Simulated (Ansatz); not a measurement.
## The 1T-PtSe2 monolayer under a gate

Wanted: Fermi level and gate voltage of the 1T-PtSe2 monolayer as it is charged.

Calculated with Ansatz 0.2.0; plane-wave DFT, PBE-D3(BJ), Ansatz PAW.

## Step 1: The starting structure

The cell holds 3 atoms: 2 Se and 1 Pt. Cell: a = 3.750 Å, b = 3.750 Å, c = 35.568 Å, α = 90.0°, β = 90.0°, γ = 120.0°. Vacuum lies along c.

## Step 2: Relaxation

The starting cell is a guess, so the in-plane lattice and the atoms are relaxed first, with the slab cut off from its images along the normal.

File input.yaml:

```yaml
crystal:
  lattice:
    - [3.75, 0.0, 0.0]
    - [-1.875, 3.2475952642, 0.0]
    - [0.0, 0.0, 35.5677177975]
  atoms:
    - { symbol: Se, position: [0.6666666667, 0.3333333333, 0.4681211231] }
    - { symbol: Pt, position: [0.0, 0.0, 0.5] }
    - { symbol: Se, position: [0.3333333333, 0.6666666667, 0.5318788769] }
  periodic: [true, true, false]
kpoints:
  mp_grid: { grid: [12, 12, 1] }
hamiltonian:
  xc: pbe
  dispersion: d3bj
scf:
  occupations: { method: fermi_dirac, width: 0.05 }
  convergence: { dr2_threshold: 1.0e-09 }
relax:
  f_tol: 0.004
  max_steps: 90
  cell: {}
output:
  write_potential: true
  write_density: true
  volumetric_format: npy
```

On the command line:

```
$ ansatz run input.yaml --threads 4 --pin off --max-ram 16384MiB --backend cpu --events-out ev --progress --plain --runs-dir out
```

Numbers of over 12 decimals in the logs are rounded to 6 here.

What it wrote:

```text
Warning: relax.cell: scf.convergence.dr2_threshold = 1e-9 eV is looser than the 1.99339654321e-10 eV advised for a relaxation that steers and ends on the stress (1e-10 eV for each atom of the cell: 3, times the square of relax.cell.stress_2d_tol = 0.05 N/m over 12.3 Å (the atoms' height at the walk's start and 5 Å past either face), 4.076e-2 GPa, over a crystal's default 0.05). What an SCF threshold leaves in a stress goes as its square root, and in the free energy as the threshold itself, and one threshold admits the most on a small cell: [figures from the program's tests cut] Set scf.convergence.dr2_threshold to 1.99339654321e-10 eV or tighter. [rest of the remark cut]
Engine: ansatz 0.2.0, x86_64-unknown-linux-gnu
Pseudopotentials: kind: paw
Pseudopotential: Se, paw, valence charge 16, recommended cutoff 420 eV (normal), Se.paw.azcp
Pseudopotential: Pt, paw, valence charge 18, recommended cutoff 420 eV (normal), Pt.paw.azcp
Functional definition: PBE
  parameter kappa = 0.804
  parameter beta = 0.066725
  exchange = pbe_x(kappa = kappa, mu = beta*pi^2/3)
  correlation = pbe_c(beta = beta)
Crystal: 3 atoms, lattice volume = 433.161 Å³
Basis set: ecut = 420 eV, 8519 PW (Γ), exchange–correlation on 54×54×480 points (8 copies of the dense FFT grid, shifted against one another)
Bands: 30, of which v1, the nominal top of the filled ones, is band 25 counted from 1 (24 counted from 0)
Symmetry: 12 space group operations
Space group: P-3m1 (ITA 164), of the structure as read, at distance tolerance 7.6e-5 Å
k-points: 19 of 144
Non-local potential: Se, projectors of the file, l = 0: 2, l = 1: 2, l = 2: 3, l = 3: 1
Non-local potential: Pt, projectors of the file, l = 0: 3, l = 1: 2, l = 2: 2, l = 3: 1
PAW form: soft (Blöchl's): semilocal exchange-correlation on the pseudo side does not see the compensation charge
PAW one-centre angular grid: Se, 590 points (default); XC on 64 Gauss nodes
PAW one-centre angular grid: Pt, 590 points (default); XC on 64 Gauss nodes
Initial density: superposition of atomic densities (neutral atoms: chi_scale 0, normalization atom), corrected by the library's trained network
Initial wavefunctions: pseudopotential atomic-orbital guess
Functional: x = pbe(κ = 0.804, μ = 0.219515), c = pbe(β = 0.066725)
SCF iter   1: F=—  HF=-23462.901115 eV  |F-HF|=—  |Δ(HF+E_count)|=         —  Δρ=1.40e-3  dr2=9.14e-3  ethr=1.77e-3  ⟨swp⟩=13.9  Hψ=3775  notcnv=0
preconditioner: auto → Resta (q_TF=auto, 1.904 Å⁻¹)  ε∞=1.7  [insulator: Δε(μ)=1.153 eV  Ē_g=9.910 eV  σ=0.050 eV  W_gap=1.00  n_scr=20 (ndim 8)  ℏωp=8.4 eV  f_vac=0.830  D(μ)=0.00/eV (n_scr^D=0)  ε∞_Penn≈1.7  vacuum switching on, ρ_ref=7.1e-3 e/Å³]
SCF iter   2: F=—  HF=-23462.892901 eV  |F-HF|=—  |Δ(HF+E_count)|=   8.21e-3  Δρ=5.61e-4  dr2=9.16e-4  ethr=1.83e-5  ⟨swp⟩=4.1  Hψ=1653  notcnv=0  defer=6
SCF iter   3: F=—  HF=-23462.893002 eV  |F-HF|=—  |Δ(HF+E_count)|=   1.01e-4  Δρ=1.41e-4  dr2=4.59e-5  ethr=1.83e-6  ⟨swp⟩=3.0  Hψ=990  notcnv=0  defer=6
SCF iter   4: F=—  HF=-23462.893061 eV  |F-HF|=—  |Δ(HF+E_count)|=   5.84e-5  Δρ=4.15e-5  dr2=8.54e-6  ethr=9.17e-8  ⟨swp⟩=3.0  Hψ=1279  notcnv=0  defer=6
SCF iter   5: F=—  HF=-23462.893059 eV  |F-HF|=—  |Δ(HF+E_count)|=   1.69e-6  Δρ=2.66e-5  dr2=4.55e-6  ethr=1.71e-8  ⟨swp⟩=4.1  Hψ=1411  notcnv=0  defer=6
SCF iter   6: F=—  HF=-23462.893116 eV  |F-HF|=—  |Δ(HF+E_count)|=   5.72e-5  Δρ=1.15e-5  dr2=7.81e-7  ethr=9.10e-9  ⟨swp⟩=2.1  Hψ=680  notcnv=0  defer=6
SCF iter   7: F=—  HF=-23462.893116 eV  |F-HF|=—  |Δ(HF+E_count)|=   6.53e-8  Δρ=2.86e-6  dr2=5.20e-8  ethr=1.56e-9  ⟨swp⟩=3.0  Hψ=891  notcnv=0  defer=6
SCF iter   8: F=—  HF=-23462.893116 eV  |F-HF|=—  |Δ(HF+E_count)|=   5.28e-9  Δρ=4.76e-7  dr2=1.45e-9  ethr=1.04e-10  ⟨swp⟩=2.8  Hψ=967  notcnv=0  defer=6
SCF iter   9: F=-23462.893116 eV  HF=-23462.893116 eV  |F-HF|=2.69e-10  |Δ(HF+E_count)|=  6.73e-10  Δρ=8.46e-8  dr2=3.76e-11  ethr=2.00e-12  ⟨swp⟩=12.5  Hψ=4283  notcnv=0
SCF 1 converged in 9 iterations: F = -23462.893116 eV  dr2 = 3.76e-11
  greatest PAW one-centre occupation: 1.000 electrons in one spin orbital (limit 2), on the Pt atom at site 1 (counted from 0), in its partial waves of l = 0
relax step   1: F+E_penalty+E_count = -23462.89311617 eV  Δ(F+E_penalty+E_count) = +0.000e0 eV  max|allowed force component| = 2.134e0 eV/Å  Δτ_max = 0.0000 Å  P = +5.448 N/m  Ω = 433.161 Å³  fix = [c, alpha, beta]  reactions: c +0.000 N/m  (9 SCF iters, accepted)
Crystal: 3 atoms, lattice volume = 434.381 Å³
Initial density: handed on by an earlier stage of this run
Initial wavefunctions: those handed on with the density
iter 1 solved again at ethr=1.21e-4 eV; its pass at ethr=3.10e-3 eV (dr2=6.06e-2 eV) is discarded
SCF iter   1: F=—  HF=-23463.233073 eV  |F-HF|=—  |Δ(HF+E_count)|=         —  Δρ=5.00e-3  dr2=6.14e-2  ethr=1.21e-4  ⟨swp⟩=2.8  Hψ=3756  notcnv=0
preconditioner: auto → Resta (q_TF=auto, 1.903 Å⁻¹)  ε∞=1.8  [insulator: Δε(μ)=1.348 eV  Ē_g=9.231 eV  σ=0.050 eV  W_gap=1.00  n_scr=20 (ndim 8)  ℏωp=8.4 eV  f_vac=0.819  D(μ)=0.00/eV (n_scr^D=0)  ε∞_Penn≈1.8  vacuum switching on, ρ_ref=6.2e-3 e/Å³]
SCF iter   2: F=—  HF=-23463.225697 eV  |F-HF|=—  |Δ(HF+E_count)|=   7.38e-3  Δρ=2.76e-3  dr2=2.36e-2  ethr=1.21e-4  ⟨swp⟩=3.9  Hψ=1255  notcnv=0
SCF iter   3: F=—  HF=-23463.227291 eV  |F-HF|=—  |Δ(HF+E_count)|=   1.59e-3  Δρ=1.81e-3  dr2=2.20e-2  ethr=4.72e-5  ⟨swp⟩=2.9  Hψ=987  notcnv=0
SCF iter   4: F=—  HF=-23463.224115 eV  |F-HF|=—  |Δ(HF+E_count)|=   3.18e-3  Δρ=3.60e-4  dr2=4.07e-4  ethr=4.39e-5  ⟨swp⟩=2.9  Hψ=999  notcnv=0  defer=3
SCF iter   5: F=—  HF=-23463.224145 eV  |F-HF|=—  |Δ(HF+E_count)|=   3.08e-5  Δρ=8.48e-5  dr2=2.54e-5  ethr=8.15e-7  ⟨swp⟩=3.4  Hψ=1048  notcnv=0  defer=3
SCF iter   6: F=—  HF=-23463.224108 eV  |F-HF|=—  |Δ(HF+E_count)|=   3.71e-5  Δρ=1.83e-5  dr2=2.58e-6  ethr=5.08e-8  ⟨swp⟩=3.3  Hψ=1129  notcnv=0  defer=3
SCF iter   7: F=—  HF=-23463.224169 eV  |F-HF|=—  |Δ(HF+E_count)|=   6.05e-5  Δρ=6.61e-6  dr2=2.43e-7  ethr=5.16e-9  ⟨swp⟩=3.8  Hψ=1261  notcnv=0  defer=3
SCF iter   8: F=—  HF=-23463.224169 eV  |F-HF|=—  |Δ(HF+E_count)|=   1.55e-7  Δρ=1.90e-6  dr2=2.30e-8  ethr=4.85e-10  ⟨swp⟩=2.9  Hψ=908  notcnv=0  defer=3
SCF iter   9: F=-23463.224169 eV  HF=-23463.224169 eV  |F-HF|=8.48e-10  |Δ(HF+E_count)|=   6.54e-9  Δρ=3.56e-7  dr2=7.97e-10  ethr=2.00e-12  ⟨swp⟩=11.1  Hψ=4754  notcnv=0
SCF 2 converged in 9 iterations: F = -23463.224169 eV  dr2 = 7.97e-10
relax step   2: F+E_penalty+E_count = -23463.22416889 eV  Δ(F+E_penalty+E_count) = -3.311e-1 eV  max|allowed force component| = 3.425e-1 eV/Å  Δτ_max = 0.1948 Å  P = -2.085 N/m  Ω = 434.381 Å³  energy of the carried Pulay correction = -3.882e-5 eV  fix = [c, alpha, beta]  reactions: c -0.000 N/m  (9 SCF iters, accepted)
Crystal: 3 atoms, lattice volume = 434.011 Å³
iter 1 solved again at ethr=2.53e-6 eV; its pass at ethr=3.10e-3 eV (dr2=1.26e-3 eV) is discarded
SCF iter   1: F=—  HF=-23463.235597 eV  |F-HF|=—  |Δ(HF+E_count)|=         —  Δρ=6.69e-4  dr2=1.17e-3  ethr=2.53e-6  ⟨swp⟩=3.1  Hψ=2970  notcnv=0
preconditioner: auto → Resta (q_TF=auto, 1.903 Å⁻¹)  ε∞=1.8  [insulator: Δε(μ)=1.414 eV  Ē_g=9.285 eV  σ=0.050 eV  W_gap=1.00  n_scr=20 (ndim 8)  ℏωp=8.4 eV  f_vac=0.822  D(μ)=0.00/eV (n_scr^D=0)  ε∞_Penn≈1.8  vacuum switching on, ρ_ref=6.3e-3 e/Å³]
SCF iter   2: F=—  HF=-23463.235455 eV  |F-HF|=—  |Δ(HF+E_count)|=   1.42e-4  Δρ=3.71e-4  dr2=4.72e-4  ethr=2.35e-6  ⟨swp⟩=3.4  Hψ=1064  notcnv=0
SCF iter   3: F=—  HF=-23463.235466 eV  |F-HF|=—  |Δ(HF+E_count)|=   1.10e-5  Δρ=2.45e-4  dr2=3.68e-4  ethr=9.44e-7  ⟨swp⟩=2.8  Hψ=878  notcnv=0
SCF iter   4: F=—  HF=-23463.235408 eV  |F-HF|=—  |Δ(HF+E_count)|=   5.77e-5  Δρ=4.68e-5  dr2=7.35e-6  ethr=7.36e-7  ⟨swp⟩=2.8  Hψ=842  notcnv=0
SCF iter   5: F=—  HF=-23463.235399 eV  |F-HF|=—  |Δ(HF+E_count)|=   8.65e-6  Δρ=1.27e-5  dr2=7.18e-7  ethr=1.47e-8  ⟨swp⟩=3.6  Hψ=1119  notcnv=0
SCF iter   6: F=—  HF=-23463.235461 eV  |F-HF|=—  |Δ(HF+E_count)|=   6.20e-5  Δρ=3.05e-6  dr2=7.90e-8  ethr=1.44e-9  ⟨swp⟩=3.2  Hψ=1024  notcnv=0
SCF iter   7: F=—  HF=-23463.235461 eV  |F-HF|=—  |Δ(HF+E_count)|=   2.26e-8  Δρ=1.38e-6  dr2=1.63e-8  ethr=1.58e-10  ⟨swp⟩=3.6  Hψ=1179  notcnv=0
SCF iter   8: F=-23463.235461 eV  HF=-23463.235461 eV  |F-HF|=1.00e-9  |Δ(HF+E_count)|=   5.57e-9  Δρ=2.63e-7  dr2=3.71e-10  ethr=2.00e-12  ⟨swp⟩=10.4  Hψ=4428  notcnv=0
SCF 3 converged in 8 iterations: F = -23463.235461 eV  dr2 = 3.71e-10
relax step   3: F+E_penalty+E_count = -23463.23546122 eV  Δ(F+E_penalty+E_count) = -1.129e-2 eV  max|allowed force component| = 4.246e-2 eV/Å  Δτ_max = 0.0263 Å  P = -1.254 N/m  Ω = 434.011 Å³  energy of the carried Pulay correction = -2.709e-5 eV  fix = [c, alpha, beta]  reactions: c -0.000 N/m  (8 SCF iters, accepted)
[...]
relax step   4: F+E_penalty+E_count = -23463.24517750 eV  Δ(F+E_penalty+E_count) = -9.716e-3 eV  max|allowed force component| = 1.199e-2 eV/Å  Δτ_max = 0.0114 Å  P = -0.403 N/m  Ω = 427.272 Å³  energy of the carried Pulay correction = +1.890e-4 eV  fix = [c, alpha, beta]  reactions: c -0.000 N/m  (8 SCF iters, accepted)
[...]
relax step   5: F+E_penalty+E_count = -23463.24687179 eV  Δ(F+E_penalty+E_count) = -1.694e-3 eV  max|allowed force component| = 1.472e-3 eV/Å  Δτ_max = 0.0109 Å  P = +0.013 N/m  Ω = 423.164 Å³  energy of the carried Pulay correction = +3.224e-4 eV  fix = [c, alpha, beta]  reactions: c +0.000 N/m  (7 SCF iters, accepted)
Basis set: ecut = 420 eV, 8303 PW (Γ), exchange–correlation on 50×50×480 points (8 copies of the dense FFT grid, shifted against one another)
Initial wavefunctions: pseudopotential atomic-orbital guess (no wavefunctions were taken with the density)
iter 1 solved again at ethr=5.27e-7 eV; its pass at ethr=3.10e-3 eV (dr2=2.64e-4 eV) is discarded
SCF iter   1: F=—  HF=-23463.246554 eV  |F-HF|=—  |Δ(HF+E_count)|=         —  Δρ=1.66e-5  dr2=1.89e-7  ethr=5.27e-7  ⟨swp⟩=6.1  Hψ=5794  notcnv=0
eigensolver tolerance schedule: the retry pair's looser diagonalisation over-reported the residual by 1392.40 of it (diagonalisation noise at 0.31 of the residual, at the tolerance the schedule requests for it); recorded, not acted on — ethr = c·dr2/N_el stays at c = 1.0e-1
preconditioner: auto → Resta (q_TF=auto, 1.911 Å⁻¹)  ε∞=1.8  [insulator: Δε(μ)=1.379 eV  Ē_g=9.367 eV  σ=0.050 eV  W_gap=1.00  n_scr=20 (ndim 8)  ℏωp=8.5 eV  f_vac=0.820  D(μ)=0.00/eV (n_scr^D=0)  ε∞_Penn≈1.8  vacuum switching on, ρ_ref=6.4e-3 e/Å³]
SCF iter   2: F=—  HF=-23463.246571 eV  |F-HF|=—  |Δ(HF+E_count)|=   1.68e-5  Δρ=8.21e-6  dr2=5.19e-8  ethr=3.78e-10  ⟨swp⟩=4.8  Hψ=1710  notcnv=0
SCF iter   3: F=—  HF=-23463.246571 eV  |F-HF|=—  |Δ(HF+E_count)|=   3.84e-8  Δρ=3.36e-6  dr2=6.92e-8  ethr=1.04e-10  ⟨swp⟩=3.0  Hψ=1247  notcnv=0
SCF iter   4: F=—  HF=-23463.246571 eV  |F-HF|=—  |Δ(HF+E_count)|=   1.09e-8  Δρ=1.03e-6  dr2=1.14e-9  ethr=1.04e-10  ⟨swp⟩=3.3  Hψ=962  notcnv=0
SCF iter   5: F=-23463.246571 eV  HF=-23463.246571 eV  |F-HF|=4.15e-10  |Δ(HF+E_count)|=   1.45e-9  Δρ=2.50e-7  dr2=7.83e-11  ethr=2.00e-12  ⟨swp⟩=17.1  Hψ=4579  notcnv=0
SCF 6 converged in 5 iterations: F = -23463.246571 eV  dr2 = 7.83e-11
relax step   6: F+E_penalty+E_count = -23463.24657074 eV  Δ(F+E_penalty+E_count) = +3.011e-4 eV  max|allowed force component| = 1.563e-3 eV/Å  Δτ_max = 0.0000 Å  P = +0.012 N/m  Ω = 423.164 Å³  fix = [c, alpha, beta]  reactions: c +0.000 N/m  stress off target by 1.22e-2 N/m on what of the cell is left free  SCF on the basis re-selected at this cell (its energy is not comparable with the rows above)  (5 SCF iters)
basis re-selected at this cell: Δ(F+E_penalty+E_count) = +3.011e-4 eV, ΔP = -0.001 N/m vs the last step (what re-selecting the basis moved, of the pressure what is left beyond the Pulay correction that the steps carried, after the strain that the cell walked since its last selection, with what the two solves' SCF thresholds leave and, on support functions, any second-order correction that the steps lacked; it is no measure of the basis error at this ecutwfc). The dense FFT grid was sized anew with the basis: this SCF ran on 25×25×240 points, the steps before it on 27×27×240, so part of this shift can come from that change (see relax.cell in the input reference). [rest of the remark cut]
SCF converged after 5 iterations
Free energy (F): -23463.246571 eV
Harris-Foulkes:  -23463.246571 eV  (|F-HF|=4.15e-10)
Internal energy: -23463.246570 eV  (E = F + TS)
E sigma→0 (E₀):  -23463.246571 eV
Entropy (-TS):   -0.000000 eV (-0.000 meV/atom)
Fermi energy:    -4.941990 eV
--- Per-component energies (eV) ---
  E_band       = -1846.878345
  E_kinetic    = 873.346220
  E_local      = -150353.707167  (includes V_loc(G=0)·N_el)
  E_nonlocal   = -990.959601
  E_hartree    = 74488.021647
  E_xc         = -469.810391
  E_vxc        = -498.652863  (∫ρ·V_xc dr)
  E_paw        = -13277.691169  (= ΣΔE_a)
  E_vpaw       = 147.052073  (= ΣTr[D̂ρ^β])
  E_aug_tail   = -0.000983  (compensation charges beyond the density's cutoff)
  E_ewald      = 66268.450741
  E_disp       = -0.895868  (pairwise vdW)
  E_smearing   = -0.000000  (= −TS)
  E_closure    = -0.000000  (closes the sum)
  Σ components = -23463.246571   (vs F -23463.246571, Δ=0.00e0)
--- Forces (eV/Å), atoms counted from 1 ---
  atom   1  Se     0.00000000     0.00000000    -0.00156325
  atom   2  Pt    -0.00000000    -0.00000000     0.00000000
  atom   3  Se    -0.00000000     0.00000000     0.00156325
  max |Σ_I F_I| component: 4.63e-18 eV/Å
--- 2D stress c σ (N/m, compression-positive) ---
        0.012201       0.000000       0.000000
        0.000000       0.012201       0.000000
        0.000000       0.000000       0.000000
  P = ½ c Tr σ = 0.0122 N/m
--- Band table (eV; the first three rows and the last of 19) ---
  k-point 0: bands = [... 21 lower, -6.9569, -6.3278, -5.6532, -5.6532, -2.6882, -2.6882, -1.1462, -0.4468, ... 1 higher]
  k-point 1: bands = [... 21 lower, -7.1963, -6.1966, -5.7138, -5.6491, -3.1882, -2.8023, -0.8886, -0.3252, ... 1 higher]
  k-point 2: bands = [... 21 lower, -7.6440, -5.9421, -5.8567, -5.7196, -4.0181, -3.0090, -0.3471, -0.0400, ... 1 higher]
  k-point 18: bands = [... 21 lower, -8.1864, -7.9631, -6.6346, -6.6346, -3.8765, -3.8765, 0.3941, 2.4579, ... 1 higher]
  the weakly bound empty levels are not read free of the cell's end (no_gap_told)
--- Relaxed structure (5 steps of the walk, 5 accepted, 1 SCFs on fresh bases) ---
  F+E_penalty+E_count = -23463.24657074 eV   max|allowed force component| = 1.563e-3 eV/Å   (the final SCF, on the basis selected at the relaxed cell)
  cell:  # Å, volume = 423.1638 Å³
    - [3.706474, 0.0, 0]
    - [-1.853237, 3.209901, 0]
    - [0, 0, 35.5677177975]
  atoms:
    - { symbol: Se, position: [0.666667, 0.333333, 0.462755] }
    - { symbol: Pt, position: [0, 0, 0.500000] }
    - { symbol: Se, position: [0.333333, 0.666667, 0.537245] }
```

Elapsed: 21 s, on 4 threads of Intel Xeon Platinum 8488C (Sapphire Rapids), shared host; peak memory 0.92 GiB.

Relaxation path:

| step | energy less that of the first step (eV) | largest force component (eV/Å) | volume (Å³) |
| --- | --- | --- | --- |
| 1 | 0.0000 | 2.1337 | 433.16 |
| 2 | -0.3311 | 0.3425 | 434.38 |
| 3 | -0.3423 | 0.0425 | 434.01 |
| 4 | -0.3521 | 0.0120 | 427.27 |
| 5 | -0.3538 | 0.0015 | 423.16 |
| 6* | -0.3535 | 0.0016 | 423.16 |

Relaxation steps marked * repeat the geometry before them on a plane-wave basis chosen anew for their cell, so energy and pressure can jump there.

Forces are held to the 12 operations that the run works with; a distortion that breaks them can't arise in this run.

```csv
cell as run,before,after,change
a (Å),3.750,3.706,-1.2 %
b (Å),3.750,3.706,-1.2 %
```

The atoms that moved most (Å, along periodic axes as changes of fractional coordinates times the final cell, across vacuum about the mean position):

```
atom     dx     dy      dz  length
 Se3  0.000  0.000   0.191   0.191
 Se1  0.000  0.000  -0.191   0.191
```

The relaxed structure:

```xyz
3
Lattice="3.7065 0.0000 0.0000 -1.8532 3.2099 0.0000 0.0000 0.0000 35.5677" Properties=species:S:1:pos:R:3
Se    1.8532    1.0700   16.4591
Pt    0.0000    0.0000   17.7839
Se    0.0000    2.1399   19.1086
```

The lattice constant a goes from 3.750 to 3.706 Å.

(Continued in part 2 of 3.)

[Logs are printed without paths, hosts, clocks, repeated set-up lines and the standing remarks that a program may print on its own settings, such as how far it seeks lower states.]

[Hosts, paths, dates, database ids (printed as entryN), source tags and the programs' standing remarks are cut or masked in the printed files.]

[Maps of the electrostatic potential energy from Ansatz leave out the sawtooth potential of an applied field or a dipole correction, so their vacuum need not be flat; planar profiles and work functions include it.]
